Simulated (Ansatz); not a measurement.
**Debugging a many-body input for SiC (P6_3mc)**

A first try at the G0W0 gap of SiC (P6_3mc), what the program said, and an input that works.

Method: G0W0 on PBE, plane waves, PAW, in Ansatz 0.2.0.

## Step 1: Set-up

It takes space group P6_3mc (No. 186, hexagonal). Conventional cell: a = 3.076 Å, b = 3.076 Å, c = 10.071 Å, α = 90.00°, β = 90.00°, γ = 120.00°. Nearest to Si lie 4 C at 1.88 to 1.89 Å. Si has 4 C at 1.88 to 1.89 Å nearest. Nearest to C lie 4 Si at 1.88 to 1.89 Å. Nearest to C lie 4 Si at 1.88 to 1.89 Å. Farther neighbours are not listed.

The cell and positions are those that the Materials Project relaxed with its own functionals (PBE, PBE+U or r2SCAN), kept fixed. The default PAW set here is soft_2. Its files were made with PBE.

## Step 2: First try

input.yaml

```yaml
crystal:
  lattice:
    - [3.0756941497, 0.0, 0.0]
    - [-1.5378470748, 2.6636292679, 0.0]
    - [0.0, 0.0, 10.07064648]
  atoms:
    - { symbol: Si, position: [0.66666667, 0.33333333, 0.93784198] }
    - { symbol: Si, position: [0.33333333, 0.66666667, 0.43784198] }
    - { symbol: Si, position: [0.0, 0.0, 0.68789438] }
    - { symbol: Si, position: [0.0, 0.0, 0.18789438] }
    - { symbol: C, position: [0.66666667, 0.33333333, 0.74980259] }
    - { symbol: C, position: [0.33333333, 0.66666667, 0.24980259] }
    - { symbol: C, position: [0.0, 0.0, 0.50046005] }
    - { symbol: C, position: [0.0, 0.0, 0.00046005] }
kpoints:
  mp_grid: { grid: [2, 2, 2] }
hamiltonian:
  xc: pbe
scf:
  occupations: { method: fixed }
gw:
  n_empty_bands: 134
  ecut_chi: 80
  qp_bands: [v2, c2]
  qp_kpoints: band_edges
  screening: { model: contour_deformation }
```

Launch:

```sh
> ansatz run input.yaml --threads 3 --pin off --max-ram 92160MiB --backend cuda --events-out ev --progress --plain --runs-dir out --devices 1 --max-vram 13GiB
```

Numbers of over 12 decimals in the logs are rounded to 6 here.

Output:

```text
GPUs: using 1 of 1 available (devices: 1).
Engine: ansatz 0.2.0, x86_64-unknown-linux-gnu
Pseudopotentials: kind: paw
Pseudopotential: Si, paw, valence charge 4, recommended cutoff 420 eV (normal), Si.paw.azcp
Pseudopotential: C, paw, valence charge 4, recommended cutoff 420 eV (normal), C.paw.azcp
Functional definition: PBE
  parameter kappa = 0.804
  parameter beta = 0.066725
  exchange = pbe_x(kappa = kappa, mu = beta*pi^2/3)
  correlation = pbe_c(beta = beta)
concurrent solve slots: 2 of 3 are kept, ahead of what memory takes: no pass of the eigensolver takes more rounds on 2
device memory: the entry about to start is reckoned to put 0.9 GiB on a device that reports 51.8 GiB free (of which the cap on the GPU budget leaves the run 13.0 GiB)
GPU FFT provider: cuFFT
GPU libraries: cuBLAS 13.8.2, cuFFT 12.4.0, cuSOLVER 12.3.4
Crystal: 8 atoms, lattice volume = 82.504 Å³
Basis set: ecut = 420 eV, 1605 PW (Γ)
Bands: 24, of which v1, the nominal top of the filled ones, is band 16 counted from 1 (15 counted from 0)
Symmetry: 12 space group operations
Space group: P63mc (ITA 186), of the structure as read, at distance tolerance 4.4e-5 Å
k-points: 4 of 8
Non-local potential: Si, projectors of the file, l = 0: 2, l = 1: 2, l = 2: 2
Non-local potential: C, projectors of the file, l = 0: 2, l = 1: 2, l = 2: 1
PAW form: soft (Blöchl's): semilocal exchange-correlation on the pseudo side does not see the compensation charge
PAW one-centre angular grid: Si, 110 points (default); XC on 64 Gauss nodes
PAW one-centre angular grid: C, 110 points (default); XC on 64 Gauss nodes
Initial density: superposition of atomic densities (neutral atoms: chi_scale 0, normalization atom), corrected by the library's trained network
Initial wavefunctions: pseudopotential atomic-orbital guess
GPU buffer pool allocated for 41472 grid points (all kernels)
GPU transforms: local potential and band sums: pruned to the plane-wave sphere, on 24×24×72
Functional: x = pbe(κ = 0.804, μ = 0.219515), c = pbe(β = 0.066725)
SCF iter   1: F=—  HF=-3543.943730 eV  |F-HF|=—  |Δ(HF+E_count)|=         —  Δρ=2.12e-2  dr2=2.94e-1  ethr=1.77e-3  ⟨swp⟩=4.0  Hψ=432  notcnv=0  defer=24
preconditioner: auto → none  [insulator: Δε(μ)=2.199 eV  Ē_g=11.189 eV  n_scr=6 (ndim 8)  ℏωp=23.1 eV  f_vac=0.000  ε∞_Penn≈5.3]
SCF iter   2: F=—  HF=-3543.875457 eV  |F-HF|=—  |Δ(HF+E_count)|=   6.83e-2  Δρ=8.72e-3  dr2=3.04e-2  ethr=9.19e-4  ⟨swp⟩=2.2  Hψ=181  notcnv=0  defer=24
SCF iter   3: F=—  HF=-3543.873618 eV  |F-HF|=—  |Δ(HF+E_count)|=   1.84e-3  Δρ=3.80e-3  dr2=5.63e-3  ethr=9.49e-5  ⟨swp⟩=2.5  Hψ=144  notcnv=0  defer=24
SCF iter   4: F=—  HF=-3543.873989 eV  |F-HF|=—  |Δ(HF+E_count)|=   3.71e-4  Δρ=3.30e-4  dr2=1.53e-4  ethr=1.76e-5  ⟨swp⟩=3.0  Hψ=144  notcnv=0  defer=24
SCF iter   5: F=—  HF=-3543.873963 eV  |F-HF|=—  |Δ(HF+E_count)|=   2.65e-5  Δρ=1.36e-4  dr2=2.23e-5  ethr=4.79e-7  ⟨swp⟩=2.0  Hψ=129  notcnv=0  defer=15
SCF iter   6: F=—  HF=-3543.873961 eV  |F-HF|=—  |Δ(HF+E_count)|=   1.58e-6  Δρ=4.30e-5  dr2=1.05e-6  ethr=6.97e-8  ⟨swp⟩=2.0  Hψ=133  notcnv=0  defer=14
SCF iter   7: F=-3543.873962 eV  HF=-3543.873962 eV  |F-HF|=1.16e-8  |Δ(HF+E_count)|=   6.18e-7  Δρ=1.01e-5  dr2=9.03e-8  ethr=3.13e-10  ⟨swp⟩=9.0  Hψ=409  notcnv=0
SCF 1 converged in 7 iterations: F = -3543.873962 eV  dr2 = 9.03e-8
[...]
concurrent solve slots: 2 of 3 are kept, ahead of what memory takes: no pass of the eigensolver takes more rounds on 2
device memory: the entry about to start is reckoned to put 1.2 GiB on a device that reports 51.8 GiB free (of which the cap on the GPU budget leaves the run 13.0 GiB)
NSCF: frozen V_eff on 4 k-points
[...]
concurrent solve slots: 2 of 3 are kept, ahead of what memory takes: no pass of the eigensolver takes more rounds on 2
device memory: the entry about to start is reckoned to put 2.5 GiB on a device that reports 51.8 GiB free (of which the cap on the GPU budget leaves the run 13.0 GiB)
NSCF: frozen V_eff on 4 k-points
G₀W₀ screening: q 1/4
[... further progress lines ...]
device memory: the entry about to start is reckoned to put 0.4 GiB on a device that reports 51.7 GiB free (of which the cap on the GPU budget leaves the run 13.0 GiB)
NSCF: frozen V_eff on 1 k-points
device memory: the entry about to start is reckoned to put 0.4 GiB on a device that reports 51.5 GiB free (of which the cap on the GPU budget leaves the run 13.0 GiB)
NSCF: frozen V_eff on 1 k-points
SCF converged after 7 iterations
Free energy (F): -3543.873962 eV
Harris-Foulkes:  -3543.873962 eV  (|F-HF|=1.16e-8)
Internal energy: -3543.873962 eV  (E = F + TS)
E sigma→0 (E₀):  -3543.873962 eV
Fermi energy:    9.842326 eV
--- Per-component energies (eV) ---
  E_band       = 126.072417
  E_kinetic    = 557.033961
  E_local      = -428.321513  (includes V_loc(G=0)·N_el)
  E_nonlocal   = 204.102100
  E_hartree    = 134.982408
  E_xc         = -422.222176
  E_vxc        = -437.890364  (∫ρ·V_xc dr)
  E_paw        = -2449.927491  (= ΣΔE_a)
  E_vpaw       = -38.815994  (= ΣTr[D̂ρ^β])
  E_aug_tail   = 0.000060  (compensation charges beyond the density's cutoff)
  E_ewald      = -1139.521310
  E_smearing   = -0.000000  (= −TS)
  E_closure    = -0.000000  (closes the sum)
  Σ components = -3543.873962   (vs F -3543.873962, Δ=0.00e0)
--- Band table (eV) ---
  k-point 0: bands = [... 12 lower, 9.2426, 9.7816, 9.8423, 9.8423, 14.8044, 15.3710, 16.0269, 16.0963, ... 4 higher]
  k-point 1: bands = [... 12 lower, 9.6288, 9.6288, 9.6288, 9.6288, 15.0089, 15.0089, 16.4975, 16.4975, ... 4 higher]
  k-point 2: bands = [... 12 lower, 7.4155, 7.5587, 8.2145, 8.6864, 11.8866, 12.0001, 13.8688, 14.4363, ... 4 higher]
  k-point 3: bands = [... 12 lower, 7.2597, 7.2597, 8.2410, 8.2410, 12.2983, 12.2983, 13.8803, 13.8803, ... 4 higher]
--- G₀W₀: contour deformation, 6 samples at zero and on the imaginary axis and 1 off it, 8 q-points, 134 empty bands' worth ---
  eigenvalues of the whole cell's RPA ε∞ on this k-mesh (on a slab, of 1 + 4πα/V) = 8.3918, 14.3708, 14.3708; static W/v taken at q = 0 is -0.346685
  bands read: the sum over 150 bands ends inside a degenerate multiplet in 2 slots, whose members it reads at an even weight; the widest, k=1: bands 149 to 152 (counted from 1) at 2/4 each
  gw.qp_kpoints: band_edges: 4 of 4 stored k-points solved, in 1 pass; an edge of the gap read off the rows below is read off those points alone
    ik  band        ε_KS         Σx   Σc(E_QP)       V_xc       Z   E_QP_lin       E_QP  E_QP is
     0    15      9.8423   -19.3328     3.2918   -15.8226  0.7980     9.6236     9.6240  root
     0    16      9.8423   -19.3328     3.2918   -15.8226  0.7980     9.6236     9.6240  root
     0    17     14.8044    -8.1635    -5.4283   -14.3484  0.8015    15.5662    15.5610  root
     0    18     15.3710    -8.0077    -5.5146   -14.2891  0.7996    16.1417    16.1378  root
     1    15      9.6288   -19.4144     3.3867   -15.7833  0.7957     9.3840     9.3843  root
     1    16      9.6288   -19.4144     3.3867   -15.7833  0.7957     9.3840     9.3843  root
     1    17     15.0089    -8.1160    -5.4572   -14.3329  0.8012    15.7741    15.7685  root
     1    18     15.0089    -8.1160    -5.4572   -14.3329  0.8012    15.7741    15.7685  root
     2    15      8.2145   -17.7818     2.3445   -15.2501  0.8067     8.0271     8.0274  root
     2    16      8.6864   -19.2049     3.2360   -15.6565  0.7965     8.3732     8.3739  root
     2    17     11.8866    -7.3699    -4.0322   -11.7269  0.8287    12.2117    12.2114  root
     2    18     12.0001    -6.6874    -4.5916   -11.6828  0.8233    12.4046    12.4039  root
     3    15      8.2410   -19.1862     3.4177   -15.4105  0.7894     7.8811     7.8831  root
     3    16      8.2410   -19.1862     3.4177   -15.4105  0.7894     7.8811     7.8831  root
     3    17     12.2983    -6.7978    -4.6026   -11.8135  0.8193    12.7122    12.7114  root
     3    18     12.2983    -6.7978    -4.6026   -11.8135  0.8193    12.7122    12.7114  root
```

The job ended after 9.4 s (1 × NVIDIA H100 80GB HBM3 (shared by 6 runs) with 3 threads of AMD EPYC 7R13 (Zen 3), shared host; peak memory 1 GiB; 5.2 s of CPU time).

The column dr2 measures how far the density is from self-consistency, as an energy; F and HF (Harris–Foulkes) agree once it is small.

**Diagnosis.**

The run ended normally, though the input holds a fault or crude settings.

The fault: G0W0 on a mesh far too coarse. So few points can't sample the density or the screening, and the band edges may lie elsewhere in the zone.

It printed a gap of 2.59 eV, which is an artefact of the settings.

## Step 3: A better input

Now the one-shot GW correction: screening in the RPA, then the self-energy of the levels asked for.

input.yaml, as its differences from that of step 2:

```diff
@@ -15,3 +15,3 @@
 kpoints:
-  mp_grid: { grid: [2, 2, 2] }
+  mp_grid: { grid: [6, 6, 2] }
 hamiltonian:
@@ -21,4 +21,4 @@
 gw:
-  n_empty_bands: 134
-  ecut_chi: 80
+  n_empty_bands: 246
+  ecut_chi: 120
   qp_bands: [v2, c2]
```

Output:

```text
GPUs: using 1 of 1 available (devices: 1).
[...]
GPU FFT provider: cuFFT
GPU libraries: cuBLAS 13.8.2, cuFFT 12.4.0, cuSOLVER 12.3.4
Crystal: 8 atoms, lattice volume = 82.504 Å³
Basis set: ecut = 420 eV, 1605 PW (Γ)
Bands: 24, of which v1, the nominal top of the filled ones, is band 16 counted from 1 (15 counted from 0)
[... 1 set-up line as in the run before ...]
[...]
k-points: 14 of 72
[...]
GPU buffer pool allocated for 41472 grid points (all kernels)
[...]
SCF iter   1: F=—  HF=-3548.606233 eV  |F-HF|=—  |Δ(HF+E_count)|=         —  Δρ=2.41e-3  dr2=4.82e-3  ethr=1.77e-3  ⟨swp⟩=4.3  Hψ=1583  notcnv=0  defer=80
[...]
SCF iter   6: F=-3548.606253 eV  HF=-3548.606253 eV  |F-HF|=2.37e-8  |Δ(HF+E_count)|=   8.81e-7  Δρ=7.53e-6  dr2=4.96e-8  ethr=3.13e-10  ⟨swp⟩=9.4  Hψ=1531  notcnv=0
SCF 1 converged in 6 iterations: F = -3548.606253 eV  dr2 = 4.96e-8
[...]
0    15      9.5916   -18.3593     2.1177   -15.7701  0.7902     9.1185     9.1201  root
     0    16      9.5916   -18.3593     2.1177   -15.7701  0.7902     9.1185     9.1201  root
     0    17     14.6998    -9.1253    -4.7667   -14.4751  0.8026    15.2856    15.2830  root
     0    18     15.2784    -8.9369    -4.8965   -14.4368  0.7999    15.8850    15.8818  root
     1    15      9.3852   -18.3985     2.1750   -15.7316  0.7894     8.8917     8.8935  root
     1    16      9.3852   -18.3985     2.1750   -15.7316  0.7894     8.8917     8.8935  root
     1    17     14.9083    -9.0650    -4.8091   -14.4648  0.8018    15.5017    15.4990  root
     1    18     14.9083    -9.0650    -4.8091   -14.4648  0.8018    15.5017    15.4990  root
[...]
13    15      7.1385   -18.3251     2.7289   -14.9212  0.7780     6.4589     6.4636  root
    13    16      7.1385   -18.3251     2.7289   -14.9212  0.7780     6.4589     6.4636  root
    13    17     12.8315    -6.8414    -4.2684   -11.4568  0.8161    13.1793    13.1785  root
    13    18     12.8315    -6.8414    -4.2684   -11.4568  0.8161    13.1793    13.1785  root
[key lines of the parts left out:]
SCF converged after 6 iterations
Free energy (F): -3548.606253 eV
Fermi energy:    9.591641 eV
```

It took 18 s on 1 × NVIDIA H100 80GB HBM3 (shared by 6 runs) with 3 threads; peak memory 1.3 GiB; 25 s of CPU time.

Numbers from this step:

| Item | Value |
| --- | --- |
| bands summed | 262 |
| RPA ε∞ on this mesh (eigenvalues) | 6.941, 7.021, 7.021 |
| plane waves in the screening matrix | 251 |
| q-points in the mesh | 72 |
| G0W0 gap on the mesh | 3.009 eV |
| k of the valence top | 0, 0, 0 |
| k of the conduction bottom | 0, -0.5, 0 |
| starting gap on the mesh | 2.224 eV |
| Z at the valence top | 0.7902 |
| Z at the conduction bottom | 0.8154 |
| least direct G0W0 gap on the computed points | 4.234 eV |

The gap on the mesh goes from 2.22 eV to 3.01 eV, a correction of +0.78 eV. Between the two edge states, bare exchange in place of the xc potential would open the gap by 6.95 eV, and correlation takes back 6.16 eV.

## Step 4: Summary of results

```json
{"first try": "converged after 9.4 s", "better run": "G0W0 gap on the mesh 3.01 eV (6×6×2 mesh, 246 empty bands, screening to 120 eV)"}
```

**Reading.** The second run differs in: mesh, empty bands and screening cutoff (eV). Bands and cutoff are finite, so the gap is not at the basis limit. The miss can reach some tenths of an eV and take either sign; the mesh is an error of its own.

[Paths, hosts, dates, memory and timing lines, banners, echoed tables and standing remarks are left out of the program output.]

[Logs are printed without paths, hosts, clocks, repeated set-up lines and the standing remarks that a program may print on its own settings, such as how far it seeks lower states.]

[Runs of the session that timed out or met a known fault of the program may be left out.]

[Cells called generated may have been cut or substituted from an entry of the Crystallography Open Database or the Materials Project.]

[Hosts, paths, dates, database ids (printed as entryN), source tags and the programs' standing remarks are cut or masked in the printed files.]
